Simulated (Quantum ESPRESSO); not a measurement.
# The valence band of WC as photoemission sees it, part 10 of 15

Wanted: projected DOS of WC, weighted into photoemission and X-ray emission spectra, at several levels of theory.

Quantum ESPRESSO 7.5; DFT, PBE, plane waves, ultrasoft GBRV pseudopotentials, scalar-relativistic (the session's first sound run).

So far. Step 9 (With spin–orbit coupling: bands): Of the bands kept, 4 cross the Fermi level on this path (spinor bands, one electron each). Step 10 (With PBEsol: self-consistent run): The run ends at a pressure of -5.47 GPa.

## (11) With PBEsol: levels for the DOS

Level of this step: DFT, PBEsol, plane waves, ultrasoft GBRV pseudopotentials, scalar-relativistic (Quantum ESPRESSO).

The levels for the density of states are solved on the fixed potential, without another SCF cycle.

nscf.in reads:

```
&control
  calculation = 'nscf'
  prefix = 'pes'
  outdir = './tmp'
  pseudo_dir = './pp'
  verbosity = 'high'
/
&system
  ibrav = 0
  nat = 2
  ntyp = 2
  ecutwfc = 40.0
  ecutrho = 200.0
  occupations = 'smearing'
  nbnd = 17
  smearing = 'fd'
  degauss = 0.00367
/
&electrons
  conv_thr = 1.2e-08
  mixing_beta = 0.5
  electron_maxstep = 120
  diago_full_acc = .true.
/
ATOMIC_SPECIES
W 183.8400 w_pbesol_v1.2.uspp.F.UPF
C 12.0110 c_pbesol_v1.2.uspp.F.UPF
CELL_PARAMETERS angstrom
 2.906500000 0.000000000 0.000000000
 -1.453250000 2.517102836 0.000000000
 0.000000000 0.000000000 2.836600000
ATOMIC_POSITIONS crystal
W 0.000000000 0.000000000 0.000000000
C 0.666666667 0.333333333 0.500000000
K_POINTS automatic
24 24 20 0 0 0
```

Command:

```console
$ OMP_NUM_THREADS=1 mpirun -n 4 pw.x -nk 4 -in nscf.in > nscf.out
```

Log:

```text
[banner, memory and clock lines left out]
Program PWSCF v.7.5 starts

          URL

     Atomic positions and unit cell read from directory:
     ./tmp/pes.save/

     Message from routine setup:
     using ibrav=0 with symmetry is DISCOURAGED, use correct ibrav instead

     G-vector sticks info

     bravais-lattice index     =            0
     lattice parameter (alat)  =       5.4925  a.u.
     unit-cell volume          =     140.0445 (a.u.)^3
     number of atoms/cell      =            2
     number of atomic types    =            2
     number of electrons       =        18.00
     number of Kohn-Sham states=           17
     kinetic-energy cutoff     =      40.0000  Ry
     charge density cutoff     =     200.0000  Ry
     Exchange-correlation= SLA  PW   PSX  PSC
                           (   1   4  10   8   0   0   0)

     celldm(1)=   5.492489  celldm(2)=   0.000000  celldm(3)=   0.000000
     celldm(4)=   0.000000  celldm(5)=   0.000000  celldm(6)=   0.000000

     crystal axes: (cart. coord. in units of alat)
               a(1) = (   1.000000   0.000000   0.000000 )
               a(2) = (  -0.500000   0.866025   0.000000 )
               a(3) = (   0.000000   0.000000   0.975950 )

     reciprocal axes: (cart. coord. in units 2 pi/alat)
               b(1) = (  1.000000  0.577350 -0.000000 )
               b(2) = (  0.000000  1.154701  0.000000 )
               b(3) = (  0.000000 -0.000000  1.024642 )

     PseudoPot. # 1 for W  read from file:
     ./pp/w_pbesol_v1.2.uspp.F.UPF
     Pseudo is Ultrasoft + core correction, Zval = 14.0
     Generated by new atomic code, or converted to UPF format
     Using radial grid of  923 points,  8 beta functions with:
                l(1) =   0
                l(2) =   0
                l(3) =   0
                l(4) =   1
                l(5) =   1
                l(6) =   2
                l(7) =   2
                l(8) =   3
     Q(r) pseudized with  6 coefficients,  rinner =    1.350   1.350   1.350
                                                       1.350   1.350   1.350
                                                       1.350

     PseudoPot. # 2 for C  read from file:
     ./pp/c_pbesol_v1.2.uspp.F.UPF
     Pseudo is Ultrasoft + core correction, Zval =  4.0
     Generated by new atomic code, or converted to UPF format
     Using radial grid of  721 points,  4 beta functions with:
                l(1) =   0
                l(2) =   0
                l(3) =   1
                l(4) =   1
     Q(r) pseudized with  8 coefficients,  rinner =    1.100   1.100   1.100

     atomic species   valence    mass     pseudopotential
     W                14.00   183.84000     W ( 1.00)
     C                 4.00    12.01100     C ( 1.00)

     12 Sym. Ops. (no inversion) found

                                    s                        frac. trans.

      isym =  1     identity

 cryst.   s( 1) = (     1          0          0      )
                  (     0          1          0      )
                  (     0          0          1      )

 cart.    s( 1) = (  1.0000000 -0.0000000  0.0000000 )
                  (  0.0000000  1.0000000  0.0000000 )
                  (  0.0000000  0.0000000  1.0000000 )

      isym =  2     180 deg rotation - cart. axis [0,1,0]

 cryst.   s( 2) = (    -1          0          0      )
                  (     1          1          0      )
                  (     0          0         -1      )

 cart.    s( 2) = ( -1.0000000  0.0000000  0.0000000 )
                  (  0.0000000  1.0000000  0.0000000 )
                  (  0.0000000  0.0000000 -1.0000000 )

      isym =  3     120 deg rotation - cryst. axis [0,0,1]

 cryst.   s( 3) = (     0          1          0      )
                  (    -1         -1          0      )
                  (     0          0          1      )

 cart.    s( 3) = ( -0.5000000 -0.8660254  0.0000000 )
                  (  0.8660254 -0.5000000  0.0000000 )
                  (  0.0000000  0.0000000  1.0000000 )

      isym =  4     120 deg rotation - cryst. axis [0,0,-1]

 cryst.   s( 4) = (    -1         -1          0      )
                  (     1          0          0      )
                  (     0          0          1      )

 cart.    s( 4) = ( -0.5000000  0.8660254  0.0000000 )
                  ( -0.8660254 -0.5000000  0.0000000 )
                  (  0.0000000  0.0000000  1.0000000 )

      isym =  5     180 deg rotation - cryst. axis [1,-1,0]

 cryst.   s( 5) = (     0         -1          0      )
[...]
cart.    s( 5) = (  0.5000000 -0.8660254  0.0000000 )
[...]
isym =  6     180 deg rotation - cryst. axis [2,1,0]

 cryst.   s( 6) = (     1          1          0      )
[...]
cart.    s( 6) = (  0.5000000  0.8660254  0.0000000 )
[...]
isym =  7     inv. 180 deg rotation - cart. axis [0,0,1]

 cryst.   s( 7) = (     1          0          0      )
[...]
cart.    s( 7) = (  1.0000000 -0.0000000  0.0000000 )
[...]
isym =  8     inv. 180 deg rotation - cart. axis [1,0,0]

 cryst.   s( 8) = (    -1          0          0      )
[...]
cart.    s( 8) = ( -1.0000000  0.0000000  0.0000000 )
[...]
isym =  9     inv.  60 deg rotation - cryst. axis [0,0,1]

 cryst.   s( 9) = (    -1         -1          0      )
[...]
cart.    s( 9) = ( -0.5000000  0.8660254  0.0000000 )
[...]
isym = 10     inv.  60 deg rotation - cryst. axis [0,0,-1]

 cryst.   s(10) = (     0          1          0      )
[...]
cart.    s(10) = ( -0.5000000 -0.8660254  0.0000000 )
[...]
isym = 11     inv. 180 deg rotation - cryst. axis [0,1,0]

 cryst.   s(11) = (     1          1          0      )
                  (     0         -1          0      )
                  (     0          0          1      )

 cart.    s(11) = (  0.5000000  0.8660254  0.0000000 )
                  (  0.8660254 -0.5000000  0.0000000 )
                  (  0.0000000  0.0000000  1.0000000 )

      isym = 12     inv. 180 deg rotation - cryst. axis [1,1,0]

 cryst.   s(12) = (     0         -1          0      )
                  (    -1          0          0      )
                  (     0          0          1      )

 cart.    s(12) = (  0.5000000 -0.8660254  0.0000000 )
                  ( -0.8660254 -0.5000000  0.0000000 )
                  (  0.0000000  0.0000000  1.0000000 )

   Cartesian axes

     site n.     atom                  positions (alat units)
         1        W      tau(   1) = (   0.0000000   0.0000000   0.0000000  )
         2        C      tau(   2) = (   0.5000000   0.2886751   0.4879752  )

   Crystallographic axes

     site n.     atom                  positions (cryst. coord.)
         1        W      tau(   1) = (  0.0000000  0.0000000  0.0000000  )
         2        C      tau(   2) = (  0.6666667  0.3333333  0.5000000  )

     number of k points=   671  Fermi-Dirac smearing, width (Ry)=  0.0037
                       cart. coord. in units 2pi/alat
        k(    1) = (   0.0000000   0.0000000   0.0000000), wk =   0.0001736
        k(    2) = (   0.0000000   0.0000000   0.0512321), wk =   0.0003472
        k(    3) = (   0.0000000   0.0000000   0.1024642), wk =   0.0003472
        k(    4) = (   0.0000000   0.0000000   0.1536963), wk =   0.0003472
        k(    5) = (   0.0000000   0.0000000   0.2049284), wk =   0.0003472
        k(    6) = (   0.0000000   0.0000000   0.2561605), wk =   0.0003472
        k(    7) = (   0.0000000   0.0000000   0.3073927), wk =   0.0003472
        k(    8) = (   0.0000000   0.0000000   0.3586248), wk =   0.0003472
        k(    9) = (   0.0000000   0.0000000   0.4098569), wk =   0.0003472
        k(   10) = (   0.0000000   0.0000000   0.4610890), wk =   0.0003472
        k(   11) = (   0.0000000   0.0000000  -0.5123211), wk =   0.0001736
        k(   12) = (   0.0000000   0.0481125   0.0000000), wk =   0.0010417
        k(   13) = (   0.0000000   0.0481125   0.0512321), wk =   0.0020833
        k(   14) = (   0.0000000   0.0481125   0.1024642), wk =   0.0020833
        k(   15) = (   0.0000000   0.0481125   0.1536963), wk =   0.0020833
        k(   16) = (   0.0000000   0.0481125   0.2049284), wk =   0.0020833
[...]
cryst. coord.
[...]
k(  513) = (   0.1666667   0.3333333   0.3000000), wk =   0.0041667
        k(  514) = (   0.1666667   0.3333333   0.3500000), wk =   0.0041667
        k(  515) = (   0.1666667   0.3333333   0.4000000), wk =   0.0041667
        k(  516) = (   0.1666667   0.3333333   0.4500000), wk =   0.0041667
        k(  517) = (   0.1666667   0.3333333  -0.5000000), wk =   0.0020833
        k(  518) = (   0.1666667   0.3750000   0.0000000), wk =   0.0020833
        k(  519) = (   0.1666667   0.3750000   0.0500000), wk =   0.0041667
        k(  520) = (   0.1666667   0.3750000   0.1000000), wk =   0.0041667
        k(  521) = 
[... cut ...]
17.4081
    19.6313  22.3455  23.8924  25.4625  27.9262  31.1653  34.9192  37.3137
    39.6946

     occupation numbers
     1.0000   1.0000   1.0000   1.0000   1.0000   1.0000   1.0000   1.0000
     1.0000   0.0000   0.0000   0.0000   0.0000   0.0000   0.0000   0.0000
     0.0000

          k = 0.1250 0.4571 0.1025 (   600 PWs)   bands (ev):

   -53.3990 -18.0417 -17.5745 -17.4064   9.2729  13.8841  16.4490  17.6387
    19.3189  22.5208  24.3496  25.5630  27.6721  31.5115  34.5642  37.2860
    39.5720

     occupation numbers
     1.0000   1.0000   1.0000   1.0000   1.0000   1.0000   1.0000   1.0000
     1.0000   0.0000   0.0000   0.0000   0.0000   0.0000   0.0000   0.0000
     0.0000

          k = 0.1250 0.4571 0.1537 (   597 PWs)   bands (ev):

   -53.3946 -18.0296 -17.5653 -17.4851   9.3474  13.9285  16.2590  17.6725
    19.0735  22.8288  24.7199  25.8358  27.4552  31.8777  34.1585  37.2683
    39.2885

     occupation numbers
     1.0000   1.0000   1.0000   1.0000   1.0000   1.0000   1.0000   1.0000
     1.0000   0.0000   0.0000   0.0000   0.0000   0.0000   0.0000   0.0000
     0.0000

          k = 0.1250 0.4571 0.2049 (   595 PWs)   bands (ev):

   -53.3891 -18.0144 -17.5832 -17.5536   9.4184  13.9451  16.1992  17.4481
    19.0779  23.2100  24.8212  26.2677  27.4523  32.0422  33.9309  37.2225
    38.9152

     occupation numbers
     1.0000   1.0000   1.0000   1.0000   1.0000   1.0000   1.0000   1.0000
     1.0000   0.0000   0.0000   0.0000   0.0000   0.0000   0.0000   0.0000
     0.0000

          k = 0.1250 0.4571 0.2562 (   596 PWs)   bands (ev):

   -53.3830 -17.9979 -17.6903 -17.5411   9.4663  13.9426  16.1798  17.1829
[...]
38.5921

     occupation numbers
[...]
0.0000

          k = 0.1250 0.4571 0.3074 (   597 PWs)   bands (ev):

[...]
38.4066

     occupation numbers
[...]
0.0000

          k = 0.1250 0.4571 0.3586 (   594 PWs)   bands (ev):

[...]
38.1935

     occupation numbers
[...]
0.0000

          k = 0.1250 0.4571 0.4099 (   592 PWs)   bands (ev):

[...]
occupation numbers
[...]
k = 0.1250 0.4571 0.4611 (   591 PWs)   bands (ev):

[...]
occupation numbers
[...]
k = 0.1250 0.4571-0.5123 (   594 PWs)   bands (ev):

[...]
occupation numbers
[...]
k = 0.1250 0.5052 0.0000 (   600 PWs)   bands (ev):

[...]
occupation numbers
[...]
k = 0.1250 0.5052 0.0512 (   600 PWs)   bands (ev):

[...]
occupation numbers
[...]
k = 0.1250 0.5052 0.1025 (   597 PWs)   bands (ev):

[...]
occupation numbers
[...]
k = 0.1250 0.5052 0.1537 (   594 PWs)   bands (ev):

[...]
occupation numbers
[...]
k = 0.1250 0.5052 0.2049 (   593 PWs)   bands (ev):

[...]
occupation numbers
[...]
k = 0.1250 0.5052 0.2562 (   593 PWs)   bands (ev):

[...]
occupation numbers
[...]
k = 0.1250 0.5052 0.3074 (   593 PWs)   bands (ev):

[...]
k = 0.1250 0.5052 0.3586 (   589 PWs)   bands (ev):

[...]
k = 0.1250 0.5052-0.5123 (   594 PWs)   bands (ev):

[...]
k = 0.1250 0.5533-0.5123 (   594 PWs)   bands (ev):

[...]
k = 0.1667 0.2887 0.4099 (   598 PWs)   bands (ev):

[...]
k = 0.1667 0.2887 0.4611 (   594 PWs)   bands (ev):

[...]
occupation numbers
[...]
k = 0.1667 0.2887-0.5123 (   592 PWs)   bands (ev):

[...]
occupation numbers
[...]
k = 0.1667 0.3368 0.0000 (   597 PWs)   bands (ev):

[...]
occupation numbers
[...]
k = 0.1667 0.3368 0.0512 (   598 PWs)   bands (ev):

[...]
occupation numbers
[...]
0.0000

          k = 0.1667 0.3368 0.1025 (   603 PWs)   bands (ev):

[...]
38.9418

     occupation numbers
[...]
0.0000

          k = 0.1667 0.3368 0.1537 (   605 PWs)   bands (ev):

[...]
38.7976

     occupation numbers
     1.0000   1.0000   1.0000   1.0000   1.0000   1.0000   1.0000   1.0000
     1.0000   0.0000   0.0000   0.0000   0.0000   0.0000   0.0000   0.0000
     0.0000

          k = 0.1667 0.3368 0.2049 (   603 PWs)   bands (ev):

   -53.4009 -17.8604 -17.6103 -17.5147   8.8351  14.9332  15.8504  17.6278
    18.9355  22.1541  24.9090  26.2620  27.5622  31.5497  34.0619  37.4771
    38.7159

     occupation numbers
     1.0000   1.0000   1.0000   1.0000   1.0000   1.0000   1.0000   1.0000
     1.0000   0.0000   0.0000   0.0000   0.0000   0.0000   0.0000   0.0000
     0.0000

          k = 0.1667 0.3368 0.2562 (   599 PWs)   bands (ev):

   -53.3947 -17.8458 -17.7181 -17.5021   9.0256  14.9873  15.5644  17.5307
    18.9226  22.4326  24.8799  26.3369  28.0111  31.6007  34.0933  37.2758
    38.8904

     occupation numbers
     1.0000   1.0000   1.0000   1.0000
```

Run time: 14 s. Hardware: 4 MPI ranks of Intel Xeon at 2.60GHz (Ice Lake), shared host.

This step gave:

```yaml
fermi_energy: 20.50 eV
```

(Part 10 of 15 ends here.)

[Logs are printed without paths, hosts, clocks, repeated set-up lines and the standing remarks that a program may print on its own settings, such as how far it seeks lower states.]

[Hosts, paths, dates, database ids (printed as entryN), source tags and the programs' standing remarks are cut or masked in the printed files.]

[Maps of the electrostatic potential energy from Ansatz leave out the sawtooth potential of an applied field or a dipole correction, so their vacuum need not be flat; work functions include it.]

[Peak lists hold at most the 14 tallest peaks of each spectrum; further lines can be left out.]
